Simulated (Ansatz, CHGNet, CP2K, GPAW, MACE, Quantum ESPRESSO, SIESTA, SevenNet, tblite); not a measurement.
# Running random rutile alloy of IrO2 and SiO2 (96 atoms) with CP2K, part 2 of 2

Aim: run random rutile alloy of IrO2 and SiO2 (96 atoms) in CP2K and see how near its forces come to a plane-wave reference, and at what cost.

Program: CP2K 2026.2; the method stands at each step. Banners, paths, timers and routine set-up lines are dropped from the logs unmarked, and long logs keep their key lines alone; longer cuts are marked.

So far. Step 2 (PBE, DZVP-UZH, 600/50 Ry, diagonalisation): Forces lie 2.4 % from the reference's, at 16 times its CPU time (on 4 against 8 cores). Step 3 (PBE, SZV-MOLOPT-SR, 600/50 Ry, diagonalisation): Against the first run (2.4 %), the force difference from the reference is 39 %, at 0.35 times the CPU time (on 2 against 4 cores), with 480 basis functions against 1456; this set comes with other potentials too, so the change isn't the basis's alone.

## 4. PBE, DZVP-UZH, 210/50 Ry, diagonalisation

Method: Kohn-Sham DFT, PBE, GTH-PBE pseudopotentials, Gaussian and plane waves, DZVP-MOLOPT (UZH set), diagonalisation.

input.inp reads:

```
&GLOBAL
  PROJECT cell
  RUN_TYPE ENERGY_FORCE
  PRINT_LEVEL LOW
&END GLOBAL
&FORCE_EVAL
  METHOD QS
  STRESS_TENSOR ANALYTICAL
  &DFT
    BASIS_SET_FILE_NAME BASIS_MOLOPT_UZH
    POTENTIAL_FILE_NAME POTENTIAL_UZH
    &MGRID
      CUTOFF 210
      REL_CUTOFF 50
    &END MGRID
    &QS
      EPS_DEFAULT 1.0E-12
    &END QS
    &SCF
      SCF_GUESS ATOMIC
      EPS_SCF 1.0E-06
      MAX_SCF 200
      ADDED_MOS 60
      &DIAGONALIZATION
        ALGORITHM STANDARD
      &END DIAGONALIZATION
      &SMEAR ON
        METHOD FERMI_DIRAC
        ELECTRONIC_TEMPERATURE [K] 580
      &END SMEAR
      &MIXING
        METHOD BROYDEN_MIXING
        ALPHA 0.15
        NBROYDEN 8
      &END MIXING
      &PRINT
        &RESTART OFF
        &END RESTART
      &END PRINT
    &END SCF
    &XC
      &XC_FUNCTIONAL PBE
      &END XC_FUNCTIONAL
    &END XC
    &PRINT
      &MULLIKEN ON
      &END MULLIKEN
      &LOWDIN ON
      &END LOWDIN
      &MO ON
        EIGENVALUES T
        OCCUPATION_NUMBERS T
        MO_INDEX_RANGE 349 372
        &EACH
          QS_SCF 0
        &END EACH
        ADD_LAST NUMERIC
      &END MO
    &END PRINT
  &END DFT
  &SUBSYS
    &CELL
      A 8.67700 0.00000 0.00000
      B 0.00000 8.67700 0.00000
      C 0.00000 0.00000 11.63800
    &END CELL
    &TOPOLOGY
      COORD_FILE_NAME structure.xyz
      COORD_FILE_FORMAT XYZ
    &END TOPOLOGY
    &KIND Si
      BASIS_SET DZVP-MOLOPT-PBE-GTH-q4
      POTENTIAL GTH-PBE-q4
    &END KIND
    &KIND O
      BASIS_SET DZVP-MOLOPT-PBE-GTH-q6
      POTENTIAL GTH-PBE-q6
    &END KIND
    &KIND Ir
      BASIS_SET DZVP-MOLOPT-PBE-GTH-q17
      POTENTIAL GTH-PBE-q17
    &END KIND
  &END SUBSYS
  &PRINT
    &FORCES ON
    &END FORCES
    &STRESS_TENSOR ON
    &END STRESS_TENSOR
  &END PRINT
&END FORCE_EVAL
```

structure.xyz reads:

```xyz
96

Si 0.15115 0.09536 0.04178
Si 2.14912 2.09845 1.45778
O 1.23890 1.21868 11.48298
O 2.93664 3.09344 0.13337
O 0.95326 3.60200 1.54681
O 3.55505 0.86944 1.50212
Ir 8.64082 0.00564 2.97875
Ir 2.24838 2.08769 4.26253
O 1.32611 1.29817 2.98259
O 2.90419 2.94931 2.85178
O 0.76149 3.42507 4.29093
O 3.54542 0.82041 4.43478
Ir 8.54797 8.63865 5.86031
Ir 2.23667 2.06270 7.35964
O 1.18484 1.18606 5.93038
O 2.98697 3.17977 5.95772
O 0.74015 3.57484 7.20043
O 3.47583 0.82379 7.12257
Si 0.09796 0.08373 8.75899
Ir 2.24500 1.99502 10.15951
[... 72 atom lines left out ...]
O 5.57610 5.60985 8.84907
O 7.31055 7.35749 8.71849
O 5.33818 7.92384 10.36573
O 7.91299 5.17253 10.27356
```

On the command line:

```console
$ OMP_NUM_THREADS=1 mpirun -np 4 cp2k.psmp -i input.inp > output.txt
```

Numbers of over 12 decimals in the logs are rounded to 6 here.

Log:

```text
CP2K| version string:                                       CP2K version 2026.2
 CP2K| Input file name                                                 input.inp
 GLOBAL| Basis set file name                                    BASIS_MOLOPT_UZH
 GLOBAL| Potential file name                                       POTENTIAL_UZH
 GLOBAL| Run type                                                   ENERGY_FORCE
 GLOBAL| Total number of message passing processes                             4
 GLOBAL| Number of threads for this process                                    1
[... lines left out ...]
                        Smear method:                                FERMI_DIRAC
[... lines left out ...]
 Number of electrons:                                                        720
[... lines left out ...]
  Step     Update method      Time    Convergence         Total energy    Change
[... lines left out ...]
  *** SCF run converged in    32 steps ***
[... lines left out ...]
  Fermi energy:                                                 0.408995
  Total energy:                                             -2771.408024
  Total energy (extrapolated to T->0):                      -2771.403413
[... lines left out ...]
 MO| E(Fermi):            0.408995 a.u.         11.129310 eV
[... lines left out ...]
      95     O        2          5.936305                              0.063695
      96     O        2          5.874491                              0.125509
 # Total charge                            720.000000                 -0.000000
 ENERGY| Total FORCE_EVAL ( QS ) energy [hartree]          -2771.408036
 FORCES| Atomic forces [hartree/bohr]
 FORCES|   Atom     x               y               z               |f|
 FORCES|      1 -1.01042480E-01 -8.22851621E-02 -9.47314593E-03   1.30652865E-01
 FORCES|      2  3.16397829E-02  1.03787366E-02 -3.46971423E-03   3.34788434E-02
 FORCES|      3  3.31572048E-02  2.41732894E-02  1.07646830E-01   1.15202379E-01
[...]
FORCES|     95 -8.15696921E-02  3.46726481E-02 -6.56682818E-02   1.10309249E-01
 FORCES|     96  1.88874707E-02 -9.04719308E-03  2.31134662E-02   3.11900717E-02
 FORCES| Sum    -2.50777537E-02 -4.54400589E-02  5.24503775E-03
 FORCES| Total atomic force                                       5.21651521E-02
 STRESS| Analytical stress tensor [bar]
 STRESS|                        x                   y                   z
 STRESS|      x        3.14387765268E+05   2.52040618796E+04   9.77499634324E+03
 STRESS|      y        2.52040618796E+04   3.17114820376E+05  -1.92760806066E+04
 STRESS|      z        9.77499634324E+03  -1.92760806066E+04   4.44534306319E+05
 STRESS| 1/3 Trace                                             3.58678963988E+05
```

Run time: 3.7 min. Hardware: 4 MPI ranks of Arm Neoverse V2, shared host; peak memory 2.7 GiB.

Against the reference:

* r.m.s. force component: 3.965 eV/Å
* r.m.s. difference of force components: 188.8 meV/Å
* longest difference of force vectors: 789.8 meV/Å
* force difference over r.m.s. force: 4.794 %
* slope of forces against the reference's: 1.006
* correlation of force components: 0.9989
* pressure: 35.87 GPa
* pressure difference: 0.8362 GPa
* energy less the same-level run's: -21.34 meV/atom
* r.m.s. force difference from the same-level run: 182.4 meV/Å

This is a coarse setting, run to see what it loses.

Against the first run (2.4 %), the force difference from the reference is 4.8 %, at 0.86 times the CPU time: the grid matters here.

The forces add up to 2.7 eV/Å instead of zero, usually a sign of too coarse a grid.

## 5. GFN1-xTB, diagonalisation

Method: GFN1-xTB tight binding (the program's own implementation), diagonalisation.

input.inp reads:

```
&GLOBAL
  PROJECT cell
  RUN_TYPE ENERGY_FORCE
  PRINT_LEVEL LOW
&END GLOBAL
&FORCE_EVAL
  METHOD QS
  STRESS_TENSOR ANALYTICAL
  &DFT
    &QS
      METHOD XTB
      &XTB
        GFN_TYPE 1
        DO_EWALD T
        CHECK_ATOMIC_CHARGES F
      &END XTB
    &END QS
    &SCF
      SCF_GUESS ATOMIC
      EPS_SCF 1.0E-06
      MAX_SCF 200
      ADDED_MOS 72
      &DIAGONALIZATION
        ALGORITHM STANDARD
      &END DIAGONALIZATION
      &SMEAR ON
        METHOD FERMI_DIRAC
        ELECTRONIC_TEMPERATURE [K] 580
      &END SMEAR
      &MIXING
        METHOD BROYDEN_MIXING
        ALPHA 0.15
        NBROYDEN 8
      &END MIXING
      &PRINT
        &RESTART OFF
        &END RESTART
      &END PRINT
    &END SCF
    &PRINT
      &MULLIKEN ON
      &END MULLIKEN
    &END PRINT
  &END DFT
  &SUBSYS
    &CELL
      A 8.67700 0.00000 0.00000
      B 0.00000 8.67700 0.00000
      C 0.00000 0.00000 11.63800
    &END CELL
    &TOPOLOGY
      COORD_FILE_NAME structure.xyz
      COORD_FILE_FORMAT XYZ
    &END TOPOLOGY
  &END SUBSYS
  &PRINT
    &FORCES ON
    &END FORCES
    &STRESS_TENSOR ON
    &END STRESS_TENSOR
  &END PRINT
&END FORCE_EVAL
```

structure.xyz is that of step 4.

On the command line:

```console
$ OMP_NUM_THREADS=1 cp2k.psmp -i input.inp > output.txt
```

Log:

```text
CP2K| version string:                                       CP2K version 2026.2
 CP2K| Input file name                                                 input.inp
 GLOBAL| Basis set file name                                           BASIS_SET
 GLOBAL| Potential file name                                           POTENTIAL
 GLOBAL| Run type                                                   ENERGY_FORCE
 GLOBAL| Total number of message passing processes                             1
 GLOBAL| Number of threads for this process                                    1
[... lines left out ...]
                        Smear method:                                FERMI_DIRAC
[... lines left out ...]
 Number of electrons:                                                        592
[... lines left out ...]
  Step     Update method      Time    Convergence         Total energy    Change
[... lines left out ...]
  Leaving inner SCF loop after reaching   200 steps.
  Core Hamiltonian energy:                                   -396.007323
  Repulsive potential energy:                                   0.760070
  Electronic energy:                                            1.909988
  DFTB3 3rd order energy:                                      -0.424048
  Dispersion energy:                                           -0.563982
  Correction for halogen bonding:                               0.000000
  Electronic entropic energy:                                  -0.0067473
  Fermi energy:                                                -0.358120
  Total energy:                                              -394.330271
  Total energy (extrapolated to T->0):                       -394.326897
 *   ___                                                                       *
 *  /   \                                                                      *
 * [ABORT]                                                                     *
 *  \___/     SCF run NOT converged. To continue the calculation regardless,   *
 *    |             please set the keyword IGNORE_CONVERGENCE_FAILURE.         *
 *  O/|                                                                        *
 * /| |                                                                        *
```

Wall time 27 s (1 thread); peak memory 0.25 GiB.

The run stopped without converging, so its numbers are no property of the system.

## 6. Side by side

Differences are against the plane-wave reference, forces as r.m.s. over components; share is that over the reference's r.m.s. force, slope the least-squares factor from reference forces to these. Total energies of different programs have different zeros and aren't compared.

```tsv
run	Δ force, r.m.s. (meV/Å)	share (%)	slope	Δ pressure (GPa)	cores	CPU time	memory (GiB)
reference	-	-	-	-	8	65 s	1.5
CP2K PBE, DZVP-UZH, 600/50 Ry, diagonalisation	95.6	2.43	1.005	-0.225	4	17 min	4.5
CP2K PBE, SZV-MOLOPT-SR, 600/50 Ry, diagonalisation (coarse)	1518	38.6	1.310	35.2	2	6.1 min	2.2
CP2K PBE, DZVP-UZH, 210/50 Ry, diagonalisation (coarse)	189	4.79	1.006	0.836	4	15 min	2.7
```

Rows marked coarse were listed beforehand as settings not expected to be converged; some can still land near the reference.

CPU time is summed over cores on a shared host, where runs went side by side, so it is rough. Symmetry, cutoffs, thresholds, outputs and thread counts weren't matched or tuned between programs; memory under MPI is the largest rank's times the ranks.

Within one program, basis, potentials and functional, energies share a zero. Each run against its twin at the usual cutoff or grid and solver:

```tsv
run	twin	Δ energy (meV/atom)	Δ force, r.m.s. (meV/Å)	CPU time over the twin's
CP2K PBE, DZVP-UZH, 210/50 Ry, diagonalisation	DZVP-UZH, 600/50 Ry, diagonalisation	-21.3	182	0.86
```

## 7. Outcome

```
nearest in forces : CP2K PBE, DZVP-UZH, 600/50 Ry, diagonalisation, 2.4 %
its CPU time      : 17 min
```

What this shows: The PBE run in local orbitals, coarse settings apart, differs by 2.4 % (CP2K PBE, DZVP-UZH, 600/50 Ry, diagonalisation); basis, grid and potentials can all enter. Runs with settings chosen to be coarse differ by 4.8 % (CP2K PBE, DZVP-UZH, 210/50 Ry, diagonalisation) to 39 % (CP2K PBE, SZV-MOLOPT-SR, 600/50 Ry, diagonalisation), their programs' other errors included. None of the electronic-structure runs in the table takes under half the reference's CPU time of 65 s; they take 5.6 to 16 times as much. CP2K PBE, SZV-MOLOPT-SR, 600/50 Ry, diagonalisation stiffens the forces by a factor of 1.31 while following their directions (correlation 0.985); the slopes of the 3 CP2K runs lie between 1.00 and 1.31. In pressure, CP2K PBE, SZV-MOLOPT-SR, 600/50 Ry, diagonalisation misses by +35.2 GPa, at the same functional. The reference's stress is far from hydrostatic: its diagonal is 30.5, 30.8, 43.7 GPa, compression counted positive. The host structure and its lattice constant were typed by rule, without a check against the phase diagram. The reference's pressure of 35 GPa belongs to a cell and atoms that aren't relaxed at this level. The runs have no spin polarisation, so moments on Ir can't form, and no Hubbard term. The electronic-structure runs sample only Γ, in a cell whose shortest periodic width is 9 Å, which is coarse for a cell with partly filled levels. Spin–orbit coupling is left out, which matters for the levels of the heavy elements.

[Also dropped from logs without a mark: logging warnings of Python, and SIESTA's first energy breakdown and zero terms.]

[Logs are printed without paths, hosts, clocks, repeated set-up lines and the standing remarks that a program may print on its own settings, such as how far it seeks lower states.]

[Hosts, paths, dates, database ids (printed as entryN), source tags and the programs' standing remarks are cut or masked in the printed files.]
